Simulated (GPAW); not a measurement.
**How AlN absorbs and reflects light**

Wanted: where AlN starts to absorb, how strongly, and its refractive index.

Program: GPAW 26.7.0. Level of theory: DFT, PBE, plane-wave PAW (GPAW data sets), scalar-relativistic, RPA, optical limit. Results are calculated unless marked as measured.

### Step 1. The structure

It takes space group F-43m (No. 216, cubic). The conventional cell has a = 4.368 Å, b = 4.368 Å, c = 4.368 Å, α = 90.00°, β = 90.00°, γ = 90.00°. Al has 4 N at 1.89 Å nearest. Nearest to N lie 4 Al at 1.89 Å. Farther neighbours and most contacts between anions are not listed.

As a file:

```cif
data_structure
_symmetry_space_group_name_H-M 'P 1'
_symmetry_Int_Tables_number 1
_cell_length_a 3.0886
_cell_length_b 3.0886
_cell_length_c 3.0886
_cell_angle_alpha 60.000
_cell_angle_beta 60.000
_cell_angle_gamma 60.000
_cell_volume 20.83
loop_
_atom_site_label
_atom_site_type_symbol
_atom_site_fract_x
_atom_site_fract_y
_atom_site_fract_z
_atom_site_occupancy
Al1 Al 0.00000 0.00000 0.00000 1
N2 N 0.25000 0.25000 0.25000 1
```

### Step 2. Bands for the response

The response needs many more empty bands than the density does.

This step: DFT, PBE, plane-wave PAW (GPAW data sets), scalar-relativistic, bands at fixed density (GPAW 26.7.0).

nscf.py reads:

```python
from ase.dft.bandgap import bandgap
from gpaw import GPAW, FermiDirac

calc = GPAW('gs.gpw').fixed_density(kpts={'size': (16, 16, 16), 'gamma': True}, nbands=25, convergence={'bands': 19},
                                    occupations=FermiDirac(0.001), txt='nscf.txt')
print('gap (eV)', bandgap(calc, output=None)[0])
print('direct gap (eV)', bandgap(calc, direct=True, output=None)[0])
print('top band over the Fermi level (eV)', min(calc.get_eigenvalues(kpt=k)[18] for k in range(len(calc.get_ibz_k_points()))) - calc.get_fermi_level())
calc.write('full.gpw', mode='all')
```

Launch:

```console
$ OMP_NUM_THREADS=1 python nscf.py
```

Numbers of over 12 decimals in the logs are rounded to 6 here.

What it wrote:

```text
Diagonalizing LCAO Hamiltonian
Converting LCAO to pw mode
convergence criteria:
- Maximum integral of absolute [eigenst]ate change: 4e-08 eV^2 / valence electron
maximum number of iterations: 150

SCF iterations
|iter     |      energy | eigst |  dens |
|iter:   1||             | +3.22 |       |
|iter:   2||             | +1.48 |       |
|iter:   3||             | -0.99 |       |
|iter:   4||             | -2.74 |       |
|iter:   5||             | -4.73 |       |
|iter:   6||             | -6.27 |       |
|iter:   7||             | -7.48c|       |
SCF steps: 7
  __  _  _
 | _ |_)|_||  |
 |__||  | ||/\| - 26.7.0

Versions:
  Python: 3.12.14
  ASE:    3.29.0
  Numpy:  2.5.5
  Scipy:  1.18.1
  Libxc:  7.0.0

Input parameters:
  mode=PW(ecut=550.0),
  convergence={'bands': 19},
  gpts=array([18, 18, 18]),
  kpts=MonkhorstPack(size=(16, 16, 16), gamma=True),
  maxiter=150,
  nbands=25,
  occupations=Occupations(name='fermi-dirac', width=0.001, fixmagmom=False),
  parallel={},
  xc=XC(name='PBE')

--- standard output ---
gap (eV) 3.287599
direct gap (eV) 4.150306
top band over the Fermi level (eV) 35.416421
```

It took 37 s on 1 thread of Arm Neoverse V1, shared host; peak memory 0.21 GiB.

This step gave:

```
gap on the k-mesh      : 3.288 eV
direct gap on the mesh : 4.150 eV
```

### Step 3. Dielectric function, RPA

Transitions between filled and empty bands, summed over the zone, give the optical response, so mesh, band count and broadening shape it.

The induced potential is part of this response.

This step: DFT, PBE, plane-wave PAW (GPAW data sets), scalar-relativistic, RPA, optical limit (GPAW 26.7.0).

df.py reads:

```python
from gpaw.response.df import DielectricFunction

df = DielectricFunction('full.gpw', frequencies={'type': 'nonlinear', 'domega0': 0.03, 'omega2': 8},
                        ecut=70,
                        eta=0.12,
                        nbands=19,
                        txt='df.txt')
for direction in ['x']:
    df.get_dielectric_function(xc='RPA', direction=direction, filename=f'df_{direction}.csv')
```

Launch:

```console
$ OMP_NUM_THREADS=1 python df.py
```

What it wrote:

```text
Using integrator: PointIntegrator
NonLinearFrequencyDescriptor(from 0.000 to 60.499 eV, 489 points)
Nonperiodic BCs:  [False False False]
Using integrator: PointIntegrator
NonLinearFrequencyDescriptor(from 0.000 to 60.499 eV, 489 points)
Nonperiodic BCs:  [False False False]

Calculating chi0 body with:
    Ground state adapter containing:
    Number of spins: 1
    Number of kpoints: 4096
    Number of irreducible kpoints: 145
    Number of completely occupied states: 4
    Number of partially occupied states: 4

    Linear response parametrization:
    q_c: [0.0, 0.0, 0.0]
    Number of frequency points: 489
    Planewave cutoff: 70.0
    Number of bands: 19
    Number of planewaves: 27
    Broadening (eta): 0.12

Integrating chi0 body.

Symmetries of q_c:
    Direct symmetries (Uq -> q): 24
    Indirect symmetries (TUq -> q): 24
In total 48 allowed symmetries.

145 groups of equivalent kpoints. 96.4599609375% reduction.

Integral kind: spectral function

Calculating chi0 optical extensions with:
    Ground state adapter containing:
    Number of spins: 1
    Number of kpoints: 4096
    Number of irreducible kpoints: 145
    Number of completely occupied states: 4
    Number of partially occupied states: 4

    Linear response parametrization:
    Number of frequency points: 489
    Planewave cutoff: 70.0
    Number of bands: 19
    Number of planewaves: 27
    Broadening (eta): 0.12
Integrating chi0 head and wings.

Symmetries of q_c:
    Direct symmetries (Uq -> q): 24
    Indirect symmetries (TUq -> q): 24
In total 48 allowed symmetries.

145 groups of equivalent kpoints. 96.4599609375% reduction.

Integral kind: spectral function wings
```

Run time: 5.8 s. Hardware: 1 thread; peak memory 0.23 GiB.

Read-outs, printed or worked out from the files:

```
electronic dielectric constant ε∞, mean over x, y and z (by symmetry where fewer were run) : 4.362
main peak of Im epsilon, first axis                                                        : 8.037 eV
```

Some rows of df_x.csv (energy; Re and Im without local fields; Re and Im with them):

```text
0.000000, 4.702566, -0.000000, 4.361920, -0.000000
0.429336, 4.712994, 0.005860, 4.371250, 0.005242
0.878195, 4.746753, 0.012296, 4.401456, 0.011003
1.347938, 4.809120, 0.019783, 4.457271, 0.017708
1.840057, 4.908530, 0.029100, 4.546278, 0.026063
2.356191, 5.059150, 0.041712, 4.681246, 0.037400
2.898142, 5.287050, 0.060910, 4.885797, 0.054740
3.467895, 5.649530, 0.097003, 5.212391, 0.087717
4.067647, 6.328522, 0.265458, 5.830926, 0.248847
4.699832, 7.023397, 0.867770, 6.412979, 0.822449
5.367152, 7.530259, 2.044450, 6.754265, 1.820918
6.072622, 7.460397, 4.270243, 6.753908, 3.747802
6.819608, 6.964668, 7.100585, 6.687455, 6.121495
7.611886, 3.554002, 7.885983, 3.547118, 7.309171
8.453705, 0.121673, 5.012240, -0.046129, 4.695357
9.349861, 2.972031, 4.288154, 2.792652, 3.444077
10.305790, 2.600724, 4.071441, 1.961088, 3.613441
11.327680, 0.814075, 5.716281, 0.929350, 4.360725
12.422601, -0.719758, 5.603703, 0.523259, 4.345807
13.598673, -1.794113, 3.240864, -0.820268, 3.358982
```

Values under the direct gap are tails of Lorentzian lines. Table of Im ε, E ∥ x by photon energy; read off at these points:

photon energy (eV), Im ε, E ∥ x and a bar:
```
    0.000       0.00 
    0.250       0.00 
    0.500       0.01 
    0.750       0.01 
    1.000       0.01 
    1.250       0.02 
    1.500       0.02 
    1.750       0.02 
    2.000       0.03 
    2.250       0.03 
    2.500       0.04 
    2.750       0.05 
    3.000       0.06 
    3.250       0.07 
    3.500       0.09 
    3.750       0.12 
    4.000       0.20 #
    4.250       0.36 #
    4.500       0.80 ###
    4.750       0.87 ####
    5.000       1.24 #####
    5.250       2.22 #########
    5.500       2.25 #########
    5.750       3.39 ##############
    6.000       3.61 ###############
    6.250       4.32 ##################
    6.500       4.06 #################
    6.750       5.50 #######################
    6.930       6.72 ############################
    7.000       6.56 ###########################
    7.250       6.01 #########################
    7.500       6.97 #############################
    7.750       7.14 #############################
    8.000       7.28 ##############################
    8.250       5.52 #######################
    8.500       4.42 ##################
    8.750       2.87 ############
    9.000       2.46 ##########
    9.250       3.11 #############
    9.500       4.16 #################
    9.750       3.97 ################
    9.957       4.59 ###################
   10.000       4.51 ###################
   10.250       3.51 ##############
   10.500       4.12 #################
   10.750       3.70 ###############
   11.000       4.27 ##################
   11.177       4.62 ###################
   11.250       4.61 ###################
   11.500       4.23 #################
   11.750       4.17 #################
   12.000       3.69 ###############
   12.250       4.39 ##################
   12.500       4.27 ##################
   12.750       4.45 ##################
   13.000       4.92 ####################
   13.250       4.15 #################
   13.500       3.38 ##############
   13.750       3.38 ##############
```

Table of Re ε, E ∥ x by photon energy:

| photon energy (eV) | Re ε, E ∥ x |
| --- | --- |
| 0.0 | 4.36 |
| 0.5 | 4.37 |
| 1.0 | 4.41 |
| 1.5 | 4.48 |
| 2.0 | 4.58 |
| 2.5 | 4.73 |
| 3.0 | 4.93 |
| 3.5 | 5.24 |
| 4.0 | 5.74 |
| 4.5 | 6.26 |
| 5.0 | 6.97 |
| 5.5 | 7.42 |
| 6.0 | 6.88 |
| 6.5 | 6.48 |
| 7.0 | 5.03 |
| 7.5 | 4.38 |
| 8.0 | 1.87 |
| 8.5 | -0.174 |
| 9.0 | 1.53 |
| 9.5 | 2.58 |
| 10.0 | 1.59 |
| 10.5 | 1.48 |
| 11.0 | 1.79 |
| 11.5 | 0.975 |
| 12.0 | 1.05 |
| 12.5 | 0.428 |
| 13.0 | -0.348 |
| 13.5 | -0.971 |

The loss function −Im 1/ε at q → 0, E ∥ x has structure finer than the step of the table below, so its rows give means over 0.5 eV, whole bins alone (the curve runs from 0 to 14.0 eV). Peaks (eV: height): 8.70: 0.337, 10.17: 0.240, 11.94: 0.264.

Values under the direct gap are tails of Lorentzian lines. The loss function −Im 1/ε at q → 0, E ∥ x by energy loss; means over each step:

| energy loss (eV) | loss function −Im 1/ε at q → 0, E ∥ x |
| --- | --- |
| 0.5 | 3.2e-4 |
| 1.0 | 6.5e-4 |
| 1.5 | 0.00100 |
| 2.0 | 0.00139 |
| 2.5 | 0.00185 |
| 3.0 | 0.00244 |
| 3.5 | 0.00335 |
| 4.0 | 0.00655 |
| 4.5 | 0.0173 |
| 5.0 | 0.0282 |
| 5.5 | 0.0432 |
| 6.0 | 0.0609 |
| 6.5 | 0.0709 |
| 7.0 | 0.0923 |
| 7.5 | 0.107 |
| 8.0 | 0.139 |
| 8.5 | 0.246 |
| 9.0 | 0.265 |
| 9.5 | 0.182 |
| 10.0 | 0.207 |
| 10.5 | 0.219 |
| 11.0 | 0.202 |
| 11.5 | 0.223 |
| 12.0 | 0.241 |
| 12.5 | 0.229 |
| 13.0 | 0.210 |
| 13.5 | 0.264 |

The reflectivity at normal incidence, E ∥ x has structure finer than the step of the table below, so its rows give means over 0.5 eV, whole bins alone (the curve runs from 0 to 14.0 eV). Peaks (eV: height): 8.15: 35.2, 10.03: 23.9, 10.52: 22.2, 11.71: 25.7, 13.25: 35.8.

The reflectivity at normal incidence, E ∥ x by photon energy; means over each step:

| photon energy (eV) | reflectivity at normal incidence, E ∥ x (%) |
| --- | --- |
| 0.5 | 12.5 |
| 1.0 | 12.6 |
| 1.5 | 12.8 |
| 2.0 | 13.2 |
| 2.5 | 13.7 |
| 3.0 | 14.4 |
| 3.5 | 15.4 |
| 4.0 | 16.9 |
| 4.5 | 18.6 |
| 5.0 | 20.7 |
| 5.5 | 22.4 |
| 6.0 | 23.6 |
| 6.5 | 24.8 |
| 7.0 | 28.0 |
| 7.5 | 29.4 |
| 8.0 | 32.6 |
| 8.5 | 27.9 |
| 9.0 | 15.3 |
| 9.5 | 19.6 |
| 10.0 | 21.8 |
| 10.5 | 20.7 |
| 11.0 | 22.3 |
| 11.5 | 24.7 |
| 12.0 | 23.4 |
| 12.5 | 26.1 |
| 13.0 | 31.8 |
| 13.5 | 33.7 |

Table of refractive index n and extinction k by photon energy:

| photon energy (eV) | n | k |
| --- | --- | --- |
| 0.0 | 2.09 | 0 |
| 0.5 | 2.09 | 0.00146 |
| 1.0 | 2.10 | 0.00301 |
| 1.5 | 2.12 | 0.00475 |
| 2.0 | 2.14 | 0.00683 |
| 2.5 | 2.17 | 0.00949 |
| 3.0 | 2.22 | 0.0133 |
| 3.5 | 2.29 | 0.0198 |
| 4.0 | 2.40 | 0.0418 |
| 4.5 | 2.51 | 0.160 |
| 5.0 | 2.65 | 0.235 |
| 5.5 | 2.75 | 0.409 |
| 6.0 | 2.71 | 0.666 |
| 6.5 | 2.66 | 0.764 |
| 7.0 | 2.58 | 1.27 |
| 7.5 | 2.51 | 1.39 |
| 8.0 | 2.17 | 1.68 |
| 8.5 | 1.46 | 1.52 |
| 9.0 | 1.49 | 0.828 |
| 9.5 | 1.93 | 1.07 |
| 10.0 | 1.78 | 1.26 |
| 10.5 | 1.71 | 1.20 |
| 11.0 | 1.79 | 1.19 |
| 11.5 | 1.63 | 1.30 |
| 12.0 | 1.56 | 1.18 |
| 12.5 | 1.54 | 1.39 |
| 13.0 | 1.51 | 1.62 |
| 13.5 | 1.13 | 1.50 |

From ε follow the optical constants at some laser and lamp lines:

| wavelength (nm) | n | k | R (%) | 1/α |
| --- | --- | --- | --- | --- |
| 1550 | 2.10 | 0.002 | 12.5 | 52 µm |
| 1064 | 2.11 | 0.004 | 12.7 | 24 µm |
| 800 | 2.12 | 0.005 | 12.9 | 13 µm |
| 532 | 2.16 | 0.008 | 13.5 | 5.0 µm |
| 405 | 2.23 | 0.014 | 14.5 | 2.3 µm |
| 365 | 2.27 | 0.018 | 15.1 | 1.6 µm |
| 308 | 2.40 | 0.045 | 17.0 | 546 nm |

Below the direct gap, k and the depth come from the tails of the Lorentzian lines, not from transitions.

Rows near the edge hang on the gap, which this functional as a rule makes too small, and phonon-assisted absorption is left out.

### Step 4. Outcome

| Quantity | Value |
| --- | --- |
| electronic dielectric constant ε∞, mean over x, y and z (by symmetry where fewer were run) (RPA) | 4.36 |
| main peak of Im epsilon, first axis | 8.04 eV |

What this shows: At this level (PBE, RPA) AlN has ε∞ = 4.36 and n = 2.10 at 1550 nm, and Im ε peaks at 8.0 eV. On the mesh the gap is 3.29 eV and the least direct gap 4.15 eV, so on this mesh the band edges lie at different points. Local fields change the static value along x from 4.70 to 4.36 (-7 %). Distinct maxima of Im ε, read by a parabola through the highest points, lie at 6.93 eV (6.7), 7.62 eV (7.3), 8.04 eV (7.4) and 12.96 eV (4.9). Excitons and phonon-assisted transitions are missing; PBE gaps are as a rule too small, which pulls the onset down and ε∞ up. The sum runs over mesh points, so small or evenly spaced maxima can still be ripples of the mesh.

[Machine, clock and banner lines and Python warnings are left out of the logs.]

[Logs are printed without paths, hosts, clocks, repeated set-up lines and the standing remarks that a program may print on its own settings, such as how far it seeks lower states.]

[Hosts, paths, dates, database ids (printed as entryN), source tags and the programs' standing remarks are cut or masked in the printed files.]
